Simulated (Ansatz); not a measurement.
**KMgF3 (Pm-3m): least direct gap against volume**

The cell of KMgF3 (Pm-3m) is scaled evenly and the response computed anew at each volume, on one mesh. The atoms keep their fractional positions.

Cell: a, b, c = 3.986, 3.986, 3.986 Å (primitive vectors), 5 atoms.

Method: Ansatz 0.2.0, r2SCAN, independent particles, k-mesh 6×6×6 with interpolation inside its cells, Gaussian parameter 0.1 eV.

Launch of the response step: `ansatz run input.yaml --threads 4 --pin off --max-ram 8192MiB --backend cpu --events-out ev --progress --plain --runs-dir out`. The series took 2.7 min in all, on 4 threads of Intel(R) Xeon(R) Processor @ 2.50GHz (Skylake/Cascade Lake), on a shared host.

```tsv
V/V₀	V (Å³, primitive cell)	least direct gap (eV)
0.94	59.53	9.087
0.96	60.79	8.912
0.98	62.06	8.744
1.00	63.33	8.583
1.02	64.59	?
1.04	65.86	8.281
1.06	67.13	8.139
```

For small changes the quantity should be close to linear in ln V.

Working, on the rows shown:

| x = ln(V/V₀) | y = least direct gap |
| --- | --- |
| -0.0618754 | 9.087 |
| -0.040822 | 8.912 |
| -0.0202027 | 8.744 |
| 0 | 8.583 |
| 0.0392207 | 8.281 |
| 0.0582689 | 8.139 |

Means: x̄ = -0.0042351, ȳ = 8.6243. Σ(x − x̄)(y − ȳ) = -0.08453, Σ(x − x̄)² = 0.01073. Slope = -0.08453 / 0.01073 = -7.879; intercept = ȳ − slope · x̄ = 8.591. The line misses the rows shown by at most 0.0085 eV.

Task: Predict the last column of the withheld row from the fit.

Result: At x = 0.019803 the line gives y = 8.4349 eV. The run gave 8.429 eV, so the interpolation is off by 0.0059 eV, 0.6 % of the range in the table.

Between the rows on either side of x = 0 the slope is (8.429 − 8.744) / (0.019803 − (-0.020203)) = -7.874. That is a volume deformation potential of -7.9 eV: the least direct gap on this mesh widens by 79 meV for each per cent of compression. r2SCAN gaps are as a rule too small.

[Logs are printed without paths, hosts, clocks, repeated set-up lines and the standing remarks that a program may print on its own settings, such as how far it seeks lower states.]
